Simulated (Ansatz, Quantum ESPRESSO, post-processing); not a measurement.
# Screening and band shifts of Cl-GaAs-Cl chair, 1 layer, part 5 of 6

Aim: how Cl-GaAs-Cl chair, 1 layer screens a field along its normal, and what the field does to its bands.

Quantum ESPRESSO 7.5; plane-wave DFT, RPBE, GBRV ultrasoft pseudopotentials made under PBE; geometry and cross-check by Ansatz 0.2.0 with PAW datasets.

So far. Step 13 (Band structure: field -0.2 V/Å): Upper empty bands that drop with the field can be states of the vacuum, held by the sawtooth; they depend on the cell's width. Step 13 (Band structure: field -0.2 V/Å): Along this path the valence top lies at Γ and the conduction bottom at Γ.

## Step 14: Density by pp.x

plot_num = 0 writes the valence density.

f0.rho.in reads:

```
&inputpp
  prefix = 'f0'
  outdir = './out'
  filplot = 'f0.rho.dat'
  plot_num = 0
/
```

The run is started by

```sh
OMP_NUM_THREADS=1 mpirun -n 4 pp.x -in f0.rho.in > f0.rho.out
```

Numbers of over 12 decimals in the logs are rounded to 6 here.

What it wrote:

```text
[banner, memory and clock lines left out]
Program POST-PROC v.7.5 starts

          URL

     ./out/f0.save/

     IMPORTANT: XC functional enforced from input :
     Exchange-correlation= RPBE
                           (   1   4  44   4   0   0   0)
     Any further DFT definition will be discarded
     Please, verify this is what you really want

     negative rho (up, down):  3.008E-02 0.000E+00

     Adding external electric field

     Computed dipole along edir(3) :
        Dipole               -0.1489 Ry au,         -0.3785 Debye
        Dipole field         -0.0008 Ry au,

        Potential amp.        0.0663 Ry
        Total length         40.3706 bohr

     Calling punch_plot, plot_num =   0
     Writing data to file  f0.rho.dat
     Message from routine chdens:
     namelist plot not found or invalid, exiting

Note: The following floating-point exceptions are signalling: IEEE_UNDERFLOW_FLAG
Note: The following floating-point exceptions are signalling: IEEE_UNDERFLOW_FLAG
```

It took 1.4 s on 4 MPI ranks of Arm Neoverse V1, shared host; peak memory 0.12 GiB; 5.1 s of CPU time.

This step gave:

| Quantity | Value |
| --- | --- |
| electrons by integration | 38.00 e |

The valence density, planar mean oscillates, so the rows of the table below give means over windows of 1 Å about each position, cut where the curve ends. Its maxima inside the range that stand out by 2 % of the span (Å: e/Å³): 8.5: 0.315, 11.5: 2.01, 13.4: 0.311. Its minima: 9.7: 0.108, 12.4: 0.103.

Mean over planes. Table of valence density, planar mean by z; means over each step:

```tsv
z (Å)	valence density, planar mean (e/Å³)
5	1.1e-5
6	3.6e-4
7	0.0128
8	0.200
9	0.248
10	0.140
11	0.786
12	0.627
13	0.208
14	0.253
15	0.0288
16	8.6e-4
17	2.7e-5
```

Valence density in the ca plane at fractional y = 0.333, with atoms of Cl and As within 0.2 Å of it. It is the smooth field of the valence electrons, not physical close to the nuclei.

Ten steps, logarithmic in the rise over the least value, from '0' (0.0 e/Å³) to '9' (1.6 e/Å³), each cell a mean:
```
00000000000135676545666643223322100000000000
00000000000247999766777753211111000000000000
00000000001368999987676764211100000000000000
00000000001369909987697764110000000000000000
00000000001368999977666763211110000000000000
00000000000246898766777753222221000000000000
00000000000124565544566643233332100000000000
00000000000012333223455543344543210000000000
00000000000001111112345544345554210000000000
00000000000001111112345544345554210000000000
00000000000012333323455543334443210000000000
```
Columns run along c (16.0 Å, from fractional 0.14 to 0.86 of the cell), rows up along a (4.2 Å). Atoms in or near the plane, at fractional coordinates: Cl at (0.39, 0.67), As at (0.48, 0.67).

The density integrates to 38.000 electrons, as the 38 of the input ask.

## Step 15: Density by pp.x

f2.rho.in reads:

```
&inputpp
  prefix = 'f2'
  outdir = './out'
  filplot = 'f2.rho.dat'
  plot_num = 0
/
```

The run is started by

```sh
OMP_NUM_THREADS=1 mpirun -n 4 pp.x -in f2.rho.in > f2.rho.out
```

The job ended after 1.4 s (4 MPI ranks; peak memory 0.12 GiB).

## Step 16: Charge moved by a field of 0.2 V/Å

Read from the output:

```
largest charge moved across a plane : 0.001131 e/Å²
dipole step                         : -1.140 eV
```

The planar mean oscillates, so the rows of the table below give means over windows of 0.5 Å about each position, cut where the curve ends. Its maxima inside the range that stand out by 2 % of the span (Å: e/Å³): 7.88: 8.2e-4, 9.04: 7.4e-5, 10.55: 4.8e-4, 12.52: 2.8e-4, 13.44: -4.1e-5. Its minima: 8.69: -7.7e-5, 9.62: -1.5e-4, 11.47: -5.3e-4, 13.21: -7.7e-5, 14.37: -7.7e-4.

The planar mean by z; means over each step:

z (Å), planar mean (e/Å³) and a bar from the least value:
```
      3.5    0.00000 ###############
      4.0    0.00000 ###############
      4.5    0.00000 ###############
      5.0    0.00000 ###############
      5.5    0.00001 ###############
      6.0    0.00002 ################
      6.5    0.00008 #################
      7.0    0.00025 ####################
      7.5    0.00060 ############################
      8.0    0.00070 ##############################
      8.5    0.00011 #################
      9.0    0.00002 ###############
      9.5   -0.00010 #############
     10.0    0.00004 ################
     10.5    0.00042 ########################
     11.0    0.00006 ################
     11.5   -0.00045 #####
     12.0   -0.00019 ###########
     12.5    0.00023 ####################
     13.0    0.00005 ################
     13.5   -0.00009 #############
     14.0   -0.00048 #####
     14.5   -0.00071 
     15.0   -0.00038 #######
     15.5   -0.00013 ############
     16.0   -0.00004 ##############
     16.5   -0.00001 ###############
     17.0    0.00000 ###############
     17.5    0.00000 ###############
     18.0    0.00000 ###############
     18.5    0.00000 ###############
```

The running integral, electrons below z oscillates, so the rows of the table below give means over windows of 1 Å about each position, cut where the curve ends. Its maxima inside the range that stand out by 2 % of the span (Å: e/Å²): 9.2: 9.0e-4, 11.0: 0.00113, 13.0: 9.3e-4. Its minima: 10.0: 8.2e-4, 12.1: 7.7e-4.

Table of running integral, electrons below z by z; means over each step:

```tsv
z (Å)	running integral, electrons below z (e/Å²)
4	5.5e-8
5	8.7e-7
6	1.3e-5
7	1.4e-4
8	6.8e-4
9	8.9e-4
10	8.7e-4
11	0.00107
12	8.2e-4
13	9.0e-4
14	7.2e-4
15	1.7e-4
16	1.6e-5
17	1.0e-6
18	5.5e-8
```

## Step 17: Polarisability from the dipole between 0 and 0.1 V/A

Numbers from this step:

| Property | Result |
| --- | --- |
| change of slope in the vacuum | 0.10000 eV/Å |
| polarisability a cell | 6.883 Å³ |
| sheet polarisability 4πα/A | 5.701 Å |

Change of the potential energy, second field less first against z:

z (Å), change of the potential energy, second field less first (eV) and a bar from the least value:
```
      0.0     -0.409 #######
      0.5     -0.773 
      1.0     -0.723 #
      1.5     -0.673 ##
      2.0     -0.623 ###
      2.5     -0.573 ####
      3.0     -0.523 #####
      3.5     -0.473 ######
      4.0     -0.423 #######
      4.5     -0.373 ########
      5.0     -0.323 #########
      5.5     -0.273 ##########
      6.0     -0.223 ###########
      6.5     -0.174 ############
      7.0     -0.126 #############
      7.5     -0.085 #############
      8.0     -0.056 ##############
      8.5     -0.043 ##############
      9.0     -0.034 ##############
      9.5     -0.024 ###############
     10.0     -0.012 ###############
     10.5     -0.002 ###############
     11.0      0.000 ###############
     11.5      0.001 ###############
     12.0      0.011 ###############
     12.5      0.026 ################
     13.0      0.036 ################
     13.5      0.044 ################
     14.0      0.055 ################
     14.5      0.077 #################
     15.0      0.113 #################
     15.5      0.159 ##################
     16.0      0.208 ###################
     16.5      0.257 ####################
     17.0      0.307 #####################
     17.5      0.357 ######################
     18.0      0.407 #######################
     18.5      0.457 ########################
     19.0      0.507 #########################
     19.5      0.557 ##########################
     20.0      0.607 ###########################
     20.5      0.657 ############################
     21.0      0.707 #############################
     21.5      0.757 ##############################
     22.0      0.037 ################
```

## Step 18: Dipole against field

Dipole along the normal, dipole moment against applied field:

```tsv
applied field (V/Å)	dipole along the normal, dipole moment (e·Å)
-0.200	-0.174
0.000	-0.0788
0.100	-0.0310
0.200	0.0168
```

## Step 19: The same in Ansatz: field 0.1 V/Å

A second code with its own PAW datasets, on the same atoms.

Level of this step: plane-wave DFT, PBE, Ansatz PAW (Ansatz 0.2.0).

input.yaml reads:

```yaml
crystal:
  lattice:
    - [4.1856915346, 0.0, 0.0]
    - [-2.0928457673, 3.6249152013, 0.0]
    - [0.0, 0.0, 22.2533333333]
  atoms:
    - { symbol: Cl, position: [0.6666666667, 0.3333333333, 0.3851399166] }
    - { symbol: As, position: [0.6666666667, 0.3333333333, 0.4837087771] }
    - { symbol: Ga, position: [0.3333333333, 0.6666666667, 0.5163080242] }
    - { symbol: Cl, position: [0.3333333333, 0.6666666667, 0.6134951695] }
kpoints:
  mp_grid: { grid: [12, 12, 1] }
hamiltonian:
  xc: pbe
scf:
  occupations: { method: fermi_dirac, width: 0.054 }
  convergence: { dr2_threshold: 1.0e-09 }
efield:
  axis: 3
  dipole_correction: true
  ramp_position: 0.97
  ramp_width: 0.04
  amplitude: 0.1
output:
  write_potential: true
  write_density: true
  volumetric_format: npy
```

The run is started by

```sh
ansatz run input.yaml --threads 4 --pin off --max-ram 8192MiB --backend cpu --events-out ev --progress --plain --runs-dir out
```

What it wrote:

```text
[...]
Crystal: 4 atoms, lattice volume = 337.645 Å³
Basis set: ecut = 420 eV, 6501 PW (Γ)
Bands: 26, of which v1, the nominal top of the filled ones, is band 21 counted from 1 (20 counted from 0)
Symmetry: 6 space group operations
[...]
k-points: 19 of 144 (time reversal used)
[...]
SCF iter   1: F=—  HF=-10801.091616 eV  |F-HF|=—  |Δ(HF+E_count)|=         —  Δρ=1.97e-2  dr2=1.80e0  ethr=3.10e-3  p=0.054 e·Å  D=2.90e-2 V/Å  ΔV_dip=-0.65 eV  dr2_dipole=4.08e-2  V_vac-E_F(+/−)=6.50/5.11 eV  ⟨swp⟩=6.8  Hψ=2555  notcnv=0
[...]
SCF iter  12: F=-10800.634248 eV  HF=-10800.634248 eV  |F-HF|=2.00e-11  |Δ(HF+E_count)|=  2.46e-10  Δρ=2.73e-7  dr2=2.35e-10  ethr=2.38e-12  p=-0.029 e·Å  D=-1.55e-2 V/Å  ΔV_dip=0.35 eV  dr2_dipole=2.71e-11  V_vac-E_F(+/−)=7.33/4.94 eV  ⟨swp⟩=11.0  Hψ=1640  notcnv=0
SCF 1 converged in 12 iterations: F = -10800.634248 eV  dr2 = 2.35e-10
[...]
SCF converged after 12 iterations
Free energy (F): -10800.634248 eV
[...]
Internal energy: -10800.634220 eV  (E = F + TS)
E sigma→0 (E₀):  -10800.634234 eV
Entropy (-TS):   -0.000027 eV (-0.007 meV/atom)
Fermi energy:    -2.924179 eV
Dipole field:    D = -0.015509 V/Å  (p = -0.028938 e·Å, saw-weighted, corrected)
Work function:   not extracted (applied field tilts the vacuum); planar V_es + V_field profile in the machine report
[...]
--- Band table (eV; the first three rows and the last of 19) ---
  k-point 0: bands = [... 17 lower, -4.7153, -4.7153, -3.3291, -3.3291, -2.5945, -1.1820, 1.2841, 1.2841, ... 1 higher]
  k-point 1: bands = [... 17 lower, -4.8065, -4.7397, -3.8615, -3.3950, -1.9340, -1.1311, 1.1884, 1.4940, ... 1 higher]
  k-point 2: bands = [... 17 lower, -5.0231, -4.8054, -4.3967, -3.5496, -1.2053, -0.9939, 1.2306, 2.0556, ... 1 higher]
  k-point 18: bands = [... 17 lower, -5.6229, -5.2518, -5.0789, -4.5831, -0.3755, 1.2633, 2.6450, 2.6908, ... 1 higher]
```

It took 7.9 s on 4 threads; peak memory 0.65 GiB.

Numbers from this step:

- free energy: -10800.6342 eV
- Fermi energy: -2.924 eV
- gap by band count: 0.7345 eV
- dipole along the normal: -0.02894 e·Å

At 0.1 V/Å Ansatz's dipole is -0.0289 e Å against -0.0310 from pw.x, under another functional.

## Step 20: The same in Ansatz: field -0.1 V/Å

input.yaml is the input of step 19 with these lines changed:

```diff
@@ -22,3 +22,3 @@
   ramp_width: 0.04
-  amplitude: 0.1
+  amplitude: -0.1
 output:
```

What it wrote:

```text
[...]
Crystal: 4 atoms, lattice volume = 337.645 Å³
Basis set: ecut = 420 eV, 6501 PW (Γ)
Bands: 26, of which v1, the nominal top of the filled ones, is band 21 counted from 1 (20 counted from 0)
Symmetry: 6 space group operations
[...]
k-points: 19 of 144 (time reversal used)
[...]
k-point 0: bands = [... 17 lower, -4.8069, -4.8069, -3.3487, -3.3487, -2.6227, -1.1910, 1.2515, 1.2515, ... 1 higher]
  k-point 1: bands = [... 17 lower, -4.8891, -4.8290, -3.8896, -3.4160, -1.9583, -1.1396, 1.1564, 1.4615, ... 1 higher]
  k-point 2: bands = [... 17 lower, -5.0836, -4.8881, -4.4406, -3.5742, -1.2306, -1.0005, 1.2006, 2.0233, ... 1 higher]
  k-point 18: bands = [... 17 lower, -5.6447, -5.2648, -5.1804, -4.6399, -0.3732, 1.2276, 2.6181, 2.6592, ... 1 higher]
[key lines of the parts left out:]
SCF converged after 12 iterations
Free energy (F): -10800.649635 eV
Fermi energy:    -2.948510 eV
Dipole field:    D = -0.066941 V/Å  (p = -0.124907 e·Å, saw-weighted, corrected)
```

Wall time 7.1 s (4 threads); peak memory 0.66 GiB.

This step gave:

```
free energy             : -10800.6496 eV
Fermi energy            : -2.949 eV
gap by band count       : 0.7259 eV
dipole along the normal : -0.1249 e·Å
```

## Step 21: Dipole against field, Ansatz

Dipole along the normal, dipole moment against applied field:

```tsv
applied field (V/Å)	dipole along the normal, dipole moment (e·Å)
-0.1000	-0.125
0.0000	-0.0769
0.1000	-0.0289
```

(Part 5 of 6 ends here.)

[Logs are printed without paths, hosts, clocks, repeated set-up lines and the standing remarks that a program may print on its own settings, such as how far it seeks lower states.]

[Hosts, paths, dates, database ids (printed as entryN), source tags and the programs' standing remarks are cut or masked in the printed files.]

[Maps of the electrostatic potential energy from Ansatz leave out the sawtooth potential of an applied field or a dipole correction, so their vacuum need not be flat; planar profiles and work functions include it.]
